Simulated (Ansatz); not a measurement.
## Be (P6_3/mmc, 2 atoms in the cell): from the cell to its phonons

How does Be (P6_3/mmc, 2 atoms in the cell) vibrate, and is this structure a minimum?

Method: DFT PBEsol, scalar-relativistic, plane waves, PAW, in Ansatz 0.2.0.

Experimental background.

For Be, hexagonal close-packed (crystalline beryllium, reference value from earlier work), “D retention and material defects probed using Raman microscopy in JET limiter samples and beryllium-based synthesized samples” (2021, arxiv:2109.15077) quotes earlier work: Raman mode (E2g) 455 cm⁻¹ [literature value quoted in the methods section; measurement temperature and sample not …].

## (1) The starting structure

Symmetry: P6_3/mmc, No. 194, hexagonal system. The conventional cell has a = 2.285 Å, b = 2.285 Å, c = 3.584 Å, α = 90.00°, β = 90.00°, γ = 120.00°. Nearest to Be lie 12 Be at 2.23 to 2.29 Å.

As a file:

```cif
data_structure
_symmetry_space_group_name_H-M 'P 1'
_symmetry_Int_Tables_number 1
_cell_length_a 2.2853
_cell_length_b 2.2853
_cell_length_c 3.5842
_cell_angle_alpha 90.000
_cell_angle_beta 90.000
_cell_angle_gamma 120.000
_cell_volume 16.21
loop_
_atom_site_label
_atom_site_type_symbol
_atom_site_fract_x
_atom_site_fract_y
_atom_site_fract_z
_atom_site_occupancy
Be1 Be 0.33333 0.66667 0.25000 1
Be2 Be 0.66667 0.33333 0.75000 1
```

## (2) Bringing the structure to rest

Harmonic phonons are second derivatives at a point where the forces vanish, and they are wanted at zero stress, so atoms and cell are relaxed first.

Contents of input.yaml:

```yaml
crystal:
  lattice:
    - [2.2853, 0.0, 0.0]
    - [-1.14265, 1.9791278553, 0.0]
    - [0.0, 0.0, 3.5842]
  atoms:
    - { symbol: Be, position: [0.3333333333, 0.6666666667, 0.25] }
    - { symbol: Be, position: [0.6666666667, 0.3333333333, 0.75] }
kpoints:
  mp_grid: { grid: [21, 21, 12] }
hamiltonian:
  xc: pbesol
scf:
  occupations: { method: gaussian, width: 0.1 }
output:
  forces: true
  stress: true
  eigenvalues: true
relax:
  adjacent_minimum: "off"
  f_tol: 0.005
  max_steps: 80
  cell: { stress_tol: 0.05 }
```

The run is started by

```console
$ ansatz run input.yaml --threads 4 --pin off --max-ram 7168MiB --backend cpu --events-out ev --progress --plain --runs-dir out
```

Numbers of over 12 decimals in the logs are rounded to 6 here.

Output:

```text
Engine: ansatz 0.2.0, aarch64-unknown-linux-gnu
Pseudopotentials: kind: paw
Pseudopotential: Be, paw, valence charge 2, recommended cutoff 420 eV (normal), Be.paw.azcp
Functional definition: PBEsol
  exchange = pbesol_x
  correlation = pbesol_c
Crystal: 2 atoms, lattice volume = 16.211 Å³
Basis set: ecut = 420 eV, 311 PW (Γ), exchange–correlation on 32×32×48 points (8 copies of the dense FFT grid, shifted against one another)
Bands: 6, of which v1, the nominal top of the filled ones, is band 2 counted from 1 (1 counted from 0)
Symmetry: 24 space group operations
Space group: P63/mmc (ITA 194), of the structure as read, at distance tolerance 2.5e-5 Å
k-points: 336 of 5292
Non-local potential: Be, projectors of the file, l = 0: 2, l = 1: 2, l = 2: 1
PAW form: soft (Blöchl's): semilocal exchange-correlation on the pseudo side does not see the compensation charge
PAW frozen core: Be, regenerated for the run's functional, and the local potential with it (the file was generated under x = pbe(κ = 0.804, μ = 0.219515), c = pbe(β = 0.066725))
PAW one-centre angular grid: Be, 110 points (default); XC on 64 Gauss nodes
Initial density: superposition of atomic densities (neutral atoms: chi_scale 0, normalization atom), corrected by the library's trained network
Initial wavefunctions: pseudopotential atomic-orbital guess
Functional: x = pbesol(κ = 0.804, μ = 0.123457), c = pbesol(β = 0.046)
SCF iter   1: F=—  HF=-180.690030 eV  |F-HF|=—  |Δ(HF+E_count)|=         —  Δρ=1.36e-3  dr2=2.24e-4  ethr=1.77e-3  ⟨swp⟩=5.4  Hψ=17574  notcnv=0
preconditioner: auto → none  [metal: Δε(μ)=0.022 eV  Ē_g=12.652 eV  σ=0.100 eV  W_gap=0.12  n_scr=2 (ndim 8)  ℏωp=18.4 eV  f_vac=0.000  D(μ)=0.32/eV (n_scr^D=2)  sad-step TF]
SCF iter   2: F=—  HF=-180.689971 eV  |F-HF|=—  |Δ(HF+E_count)|=   5.88e-5  Δρ=8.35e-4  dr2=8.58e-5  ethr=5.61e-6  ⟨swp⟩=1.3  Hψ=4826  notcnv=0
SCF iter   3: F=—  HF=-180.689986 eV  |F-HF|=—  |Δ(HF+E_count)|=   1.55e-5  Δρ=2.44e-5  dr2=4.24e-8  ethr=2.15e-6  ⟨swp⟩=1.0  Hψ=2025  notcnv=0
iter 4 did not close the SCF: its close was put off for the readings that it lacked (scf_convergence_deferred on its scf_iter line)
SCF iter   4: F=-180.689986 eV  HF=-180.689986 eV  |F-HF|=1.65e-9  |Δ(HF+E_count)|=   4.58e-7  Δρ=5.85e-6  dr2=4.65e-9  ethr=1.06e-9  ⟨swp⟩=2.1  Hψ=2685  notcnv=0
iter 5 did not close the SCF: its close was put off for the readings that it lacked (scf_convergence_deferred on its scf_iter line)
SCF iter   5: F=-180.689986 eV  HF=-180.689986 eV  |F-HF|=5.06e-12  |Δ(HF+E_count)|=   1.53e-9  Δρ=3.85e-7  dr2=1.78e-11  ethr=1.16e-10  ⟨swp⟩=1.0  Hψ=2014  notcnv=0
SCF iter   6: F=-180.689986 eV  HF=-180.689986 eV  |F-HF|=5.68e-14  |Δ(HF+E_count)|=  4.49e-12  Δρ=2.88e-8  dr2=6.37e-14  ethr=1.00e-12  ⟨swp⟩=1.0  Hψ=5074  notcnv=0
SCF 1 converged in 6 iterations: F = -180.689986 eV  dr2 = 6.37e-14
  greatest PAW one-centre occupation: 0.354 electrons in one spin orbital (limit 2), on the Be atom at site 1 (counted from 0), in its partial waves of l = 0
relax step   1: F+E_penalty+E_count = -180.68998603 eV  Δ(F+E_penalty+E_count) = +0.000e0 eV  max|allowed force component| = 7.401e-17 eV/Å  Δτ_max = 0.0000 Å  P = -3.919 GPa  Ω = 16.211 Å³  (6 SCF iters, dr2 threshold 1.00e-7 eV, accepted)
Crystal: 2 atoms, lattice volume = 15.895 Å³
Initial density: handed on by an earlier stage of this run
Initial wavefunctions: those handed on with the density
iter 1 solved again at ethr=4.86e-7 eV; its pass at ethr=3.10e-3 eV (dr2=1.94e-5 eV) is discarded
SCF iter   1: F=—  HF=-180.695850 eV  |F-HF|=—  |Δ(HF+E_count)|=         —  Δρ=5.25e-4  dr2=1.94e-5  ethr=4.86e-7  ⟨swp⟩=2.4  Hψ=19965  notcnv=0
preconditioner: auto → none  [metal: Δε(μ)=0.002 eV  Ē_g=12.843 eV  σ=0.100 eV  W_gap=0.01  n_scr=2 (ndim 8)  ℏωp=18.6 eV  f_vac=0.000  D(μ)=0.31/eV (n_scr^D=2)]
SCF iter   2: F=—  HF=-180.695900 eV  |F-HF|=—  |Δ(HF+E_count)|=   4.95e-5  Δρ=2.58e-4  dr2=4.47e-6  ethr=4.85e-7  ⟨swp⟩=1.0  Hψ=2016  notcnv=0
SCF iter   3: F=-180.695899 eV  HF=-180.695899 eV  |F-HF|=4.60e-10  |Δ(HF+E_count)|=   3.10e-7  Δρ=3.64e-6  dr2=5.56e-10  ethr=5.00e-9  ⟨swp⟩=3.0  Hψ=6441  notcnv=0
SCF 2 converged in 3 iterations: F = -180.695899 eV  dr2 = 5.56e-10
  greatest PAW one-centre occupation: 0.358 electrons in one spin orbital (limit 2), on the Be atom at site 1 (counted from 0), in its partial waves of l = 0
relax step   2: F+E_penalty+E_count = -180.69589933 eV  Δ(F+E_penalty+E_count) = -5.913e-3 eV  max|allowed force component| = 1.480e-16 eV/Å  Δτ_max = 0.0000 Å  P = -1.719 GPa  Ω = 15.895 Å³  energy of the carried Pulay correction = +5.158e-5 eV  (3 SCF iters, dr2 threshold 2.00e-7 eV, accepted)
Crystal: 2 atoms, lattice volume = 15.655 Å³
iter 1 solved again at ethr=3.17e-7 eV; its pass at ethr=3.10e-3 eV (dr2=1.27e-5 eV) is discarded
SCF iter   1: F=—  HF=-180.697099 eV  |F-HF|=—  |Δ(HF+E_count)|=         —  Δρ=4.02e-4  dr2=1.26e-5  ethr=3.17e-7  ⟨swp⟩=2.2  Hψ=19025  notcnv=0
preconditioner: auto → none  [metal: Δε(μ)=0.006 eV  Ē_g=12.983 eV  σ=0.100 eV  W_gap=0.04  n_scr=2 (ndim 8)  ℏωp=18.8 eV  f_vac=0.000  D(μ)=0.30/eV (n_scr^D=2)]
SCF iter   2: F=—  HF=-180.697139 eV  |F-HF|=—  |Δ(HF+E_count)|=   4.02e-5  Δρ=1.94e-4  dr2=2.71e-6  ethr=3.16e-7  ⟨swp⟩=1.0  Hψ=2016  notcnv=0
SCF iter   3: F=-180.697138 eV  HF=-180.697138 eV  |F-HF|=3.58e-10  |Δ(HF+E_count)|=   5.30e-7  Δρ=4.41e-6  dr2=9.94e-10  ethr=5.00e-9  ⟨swp⟩=3.0  Hψ=6462  notcnv=0
SCF 3 converged in 3 iterations: F = -180.697138 eV  dr2 = 9.94e-10
  greatest PAW one-centre occupation: 0.362 electrons in one spin orbital (limit 2), on the Be atom at site 1 (counted from 0), in its partial waves of l = 0
relax step   3: F+E_penalty+E_count = -180.69713840 eV  Δ(F+E_penalty+E_count) = -1.239e-3 eV  max|allowed force component| = 1.665e-16 eV/Å  Δτ_max = 0.0000 Å  P = +0.136 GPa  Ω = 15.655 Å³  energy of the carried Pulay correction = +9.108e-5 eV  (3 SCF iters, dr2 threshold 2.00e-7 eV, accepted)
[...]
relax step   4: F+E_penalty+E_count = -180.69715022 eV  Δ(F+E_penalty+E_count) = -1.182e-5 eV  max|allowed force component| = 4.811e-16 eV/Å  Δτ_max = 0.0000 Å  P = -0.001 GPa  Ω = 15.671 Å³  energy of the carried Pulay correction = +8.860e-5 eV  (3 SCF iters, dr2 threshold 2.00e-7 eV, accepted)
[...]
relax step   5: F+E_penalty+E_count = -180.69715158 eV  Δ(F+E_penalty+E_count) = -1.365e-6 eV  max|allowed force component| = 3.701e-17 eV/Å  Δτ_max = 0.0000 Å  P = +0.000 GPa  Ω = 15.671 Å³  energy of the carried Pulay correction = +8.853e-5 eV  (2 SCF iters, dr2 threshold 1.85e-8 eV, accepted)
Initial wavefunctions: pseudopotential atomic-orbital guess (no wavefunctions were taken with the density)
iter 1 solved again at ethr=1.98e-9 eV; its pass at ethr=3.10e-3 eV (dr2=7.94e-8 eV) is discarded
SCF iter   1: F=—  HF=-180.697033 eV  |F-HF|=—  |Δ(HF+E_count)|=         —  Δρ=2.13e-5  dr2=1.89e-8  ethr=1.98e-9  ⟨swp⟩=3.1  Hψ=23676  notcnv=0
SCF iter   2: F=—  HF=-180.697077 eV  |F-HF|=—  |Δ(HF+E_count)|=   4.38e-5  Δρ=1.11e-5  dr2=5.16e-9  ethr=4.73e-10  ⟨swp⟩=2.0  Hψ=2688  notcnv=0
SCF iter   3: F=—  HF=-180.697077 eV  |F-HF|=—  |Δ(HF+E_count)|=   2.94e-9  Δρ=9.16e-7  dr2=5.82e-11  ethr=1.29e-10  ⟨swp⟩=1.0  Hψ=2016  notcnv=0
SCF iter   4: F=-180.697077 eV  HF=-180.697077 eV  |F-HF|=2.25e-12  |Δ(HF+E_count)|=  9.12e-12  Δρ=2.66e-7  dr2=3.25e-12  ethr=1.00e-12  ⟨swp⟩=4.0  Hψ=5095  notcnv=0
SCF 6 converged in 4 iterations: F = -180.697077 eV  dr2 = 3.25e-12
relax step   6: F+E_penalty+E_count = -180.69707719 eV  Δ(F+E_penalty+E_count) = +7.440e-5 eV  max|allowed force component| = 3.701e-17 eV/Å  Δτ_max = 0.0000 Å  P = -0.008 GPa  Ω = 15.671 Å³  stress off target by 9.63e-3 GPa  SCF on the basis re-selected at this cell (its energy is not comparable with the rows above)  (4 SCF iters)
basis re-selected at this cell: Δ(F+E_penalty+E_count) = +7.440e-5 eV, ΔP = -0.008 GPa vs the last step (what re-selecting the basis moved, of the pressure what is left beyond the Pulay correction that the steps carried, after the strain that the cell walked since its last selection, with what the two solves' SCF thresholds leave and, on support functions, any second-order correction that the steps lacked; it is no m [...]
SCF converged after 4 iterations
Free energy (F): -180.697077 eV
Harris-Foulkes:  -180.697077 eV  (|F-HF|=2.25e-12)
Internal energy: -180.695573 eV  (E = F + TS)
E sigma→0 (E₀):  -180.696325 eV
Entropy (-TS):   -0.001504 eV (-0.752 meV/atom)
Fermi energy:    8.226556 eV
--- Per-component energies (eV) ---
  E_band       = 12.420406
  E_kinetic    = 42.394214
  E_local      = 5.696178  (includes V_loc(G=0)·N_el)
  E_nonlocal   = 8.857609
  E_hartree    = 0.081641
  E_xc         = -39.528319
  E_vxc        = -41.950877  (∫ρ·V_xc dr)
  E_paw        = -114.475411  (= ΣΔE_a)
  E_vpaw       = -2.739998  (= ΣTr[D̂ρ^β])
  E_aug_tail   = -0.000001  (compensation charges beyond the density's cutoff)
  E_ewald      = -83.740547
  E_core_change = 0.019063  (= ΣΔE_core)
  E_smearing   = -0.001504  (= −TS)
  E_closure    = -0.000000  (closes the sum)
  Σ components = -180.697077   (vs F -180.697077, Δ=0.00e0)
--- Forces (eV/Å), atoms counted from 1 ---
  atom   1  Be     0.00000000    -0.00000000     0.00000000
  atom   2  Be     0.00000000     0.00000000    -0.00000000
  max |Σ_I F_I| component: 1.11e-16 eV/Å
--- Stress (GPa, compression-positive) ---
       -0.007462      -0.000000      -0.000000
        0.000000      -0.007462       0.000000
        0.000000       0.000000      -0.009634
  P = ⅓ Tr σ = -0.0082 GPa (-0.082 kbar)
--- Band table (eV; the first three rows and the last of 336) ---
  k-point 0: bands = ["-3.1946", "3.6834", "9.3068", "24.3307", "24.3307", "27.1870"]
  k-point 1: bands = ["-3.1346", "3.3265", "9.8048", "24.3859", "24.3859", "27.1681"]
  k-point 2: bands = ["-2.9545", "2.5051", "11.0476", "24.5485", "24.5485", "27.1013"]
  k-point 335: bands = ["7.0535", "7.0535", "8.5297", "8.5297", "14.5816", "14.5816"]
--- Relaxed structure (5 steps of the walk, 5 accepted, 1 SCFs on fresh bases) ---
  F+E_penalty+E_count = -180.69707719 eV   max|allowed force component| = 3.701e-17 eV/Å   (the final SCF, on the basis selected at the relaxed cell)
  cell:  # Å, volume = 15.6711 Å³
    - [2.255068, 0, 0]
    - [-1.127534, 1.952946, 0]
    - [0, 0, 3.558349]
  atoms:
    - { symbol: Be, position: [0.333333, 0.666667, 0.250000] }
    - { symbol: Be, position: [0.666667, 0.333333, 0.750000] }
```

Elapsed: 4.1 s, on 4 threads of Arm Neoverse V1, shared host; peak memory 0.34 GiB.

Relaxation path:

```
step  energy less that of the first step (eV)  largest force component (eV/Å)  pressure (GPa)  volume (Å³)
   1                                   0.0000                          0.0000           -3.92        16.21
   2                                  -0.0059                          0.0000           -1.72        15.90
   3                                  -0.0072                          0.0000            0.14        15.66
   4                                  -0.0072                          0.0000            0.00        15.67
   5                                  -0.0072                          0.0000            0.00        15.67
  6*                                  -0.0071                          0.0000           -0.01        15.67
```

Relaxation steps marked * repeat the geometry before them on a plane-wave basis chosen anew for their cell, so energy and pressure can jump there.

The run keeps the 24 symmetry operations that it works with, so distortions that break them were not tested.

```
conventional cell, symmetrised  before  after  change
                         a (Å)   2.285  2.255  -1.3 %
                         b (Å)   2.285  2.255  -1.3 %
                         c (Å)   3.584  3.558  -0.7 %
              volume (Å³/atom)    8.11   7.84  -3.3 %
```

The relaxed structure:

```xyz
2
Lattice="2.2551 0.0000 0.0000 -1.1275 1.9529 0.0000 0.0000 0.0000 3.5583" Properties=species:S:1:pos:R:3 pbc="T T T"
Be    0.0000    1.3020    0.8896
Be    1.1275    0.6510    2.6688
```

This step gave:

```yaml
pressure: -0.008186 GPa
volume_per_atom: 7.836 Å³
gap_on_the_k_mesh: 0 eV
```

In this step the volume went from 8.11 to 7.84 Å³/atom.

## (3) Relaxing to small forces for the phonons

Phonons need a cell at rest on their own settings, so the relaxation is repeated with tight tolerances on forces and stress, using the mesh and the filling of the phonon run that follows.

Contents of input.yaml:

```yaml
crystal:
  lattice:
    - [2.2550681473, 0.0, 0.0]
    - [-1.1275340737, 1.9529463028, 0.0]
    - [0.0, 0.0, 3.5583492325]
  atoms:
    - { symbol: Be, position: [0.3333333333, 0.6666666667, 0.25] }
    - { symbol: Be, position: [0.6666666667, 0.3333333333, 0.75] }
kpoints:
  mp_grid: { grid: [24, 24, 12] }
hamiltonian:
  xc: pbesol
scf:
  occupations: { method: methfessel_paxton, width: 0.2 }
output:
  forces: true
  stress: true
  eigenvalues: true
relax:
  adjacent_minimum: "off"
  f_tol: 0.001
  max_steps: 60
  cell: { stress_tol: 0.01 }
```

Output:

```text
[...]
Crystal: 2 atoms, lattice volume = 15.671 Å³
Basis set: ecut = 420 eV, 311 PW (Γ), exchange–correlation on 32×32×48 points (8 copies of the dense FFT grid, shifted against one another)
Bands: 6, of which v1, the nominal top of the filled ones, is band 2 counted from 1 (1 counted from 0)
Symmetry: 24 space group operations
[...]
k-points: 427 of 6912
[...]
P = ⅓ Tr σ = 0.0056 GPa (0.056 kbar)
--- Band table (eV; the first three rows and the last of 427) ---
[...]
--- Relaxed structure (3 steps of the walk, 3 accepted, 1 SCFs on fresh bases) ---
[...]
cell:  # Å, volume = 15.6754 Å³
    - [2.257063, 2.8893039651790715e-11, 0.0]
    - [-1.128532, 1.954674, 0.0]
    - [0.0, 0.0, 3.553046]
  atoms:
    - { symbol: Be, position: [0.333333, 0.666667, 0.250000] }
    - { symbol: Be, position: [0.666667, 0.333333, 0.75] }
[key lines of the parts left out:]
SCF converged after 4 iterations
Free energy (F): -180.698486 eV
Fermi energy:    8.150340 eV
```

Elapsed: 3.7 s, on 4 threads; peak memory 0.35 GiB; 13 s of CPU time.

Step by step:

```
step  energy less that of the first step (eV)  largest force component (eV/Å)  pressure (GPa)  volume (Å³)
   1                                   0.0000                          0.0000            0.01        15.67
   2                                  -0.0001                          0.0000            0.01        15.67
   3                                  -0.0001                          0.0000            0.01        15.68
  4*                                  -0.0001                          0.0000            0.01        15.68
```

Relaxation steps marked * repeat the geometry before them on a plane-wave basis chosen anew for their cell, so energy and pressure can jump there.

The run keeps the 24 symmetry operations that it works with, so distortions that break them were not tested.

```
conventional cell, symmetrised  before  after  change
                         a (Å)   2.255  2.257  +0.1 %
                         b (Å)   2.255  2.257  +0.1 %
                         c (Å)   3.558  3.553  -0.1 %
              volume (Å³/atom)    7.84   7.84  +0.0 %
```

Final coordinates:

```cif
data_structure
_symmetry_space_group_name_H-M 'P 1'
_symmetry_Int_Tables_number 1
_cell_length_a 2.2571
_cell_length_b 2.2571
_cell_length_c 3.5530
_cell_angle_alpha 90.000
_cell_angle_beta 90.000
_cell_angle_gamma 120.000
_cell_volume 15.68
loop_
_atom_site_label
_atom_site_type_symbol
_atom_site_fract_x
_atom_site_fract_y
_atom_site_fract_z
_atom_site_occupancy
Be1 Be 0.33333 0.66667 0.25000 1
Be2 Be 0.66667 0.33333 0.75000 1
```

This step gave:

```yaml
pressure: 0.005634 GPa
volume_per_atom: 7.838 Å³
```

The forces vanish by symmetry and the pressure is 0.006 GPa, within the tolerances set. The cell now holds 7.84 Å³/atom.

(Continued in part 2 of 3.)

[Logs are printed without paths, hosts, clocks, repeated set-up lines and the standing remarks that a program may print on its own settings, such as how far it seeks lower states.]

[Hosts, paths, dates, database ids (printed as entryN), source tags and the programs' standing remarks are cut or masked in the printed files.]
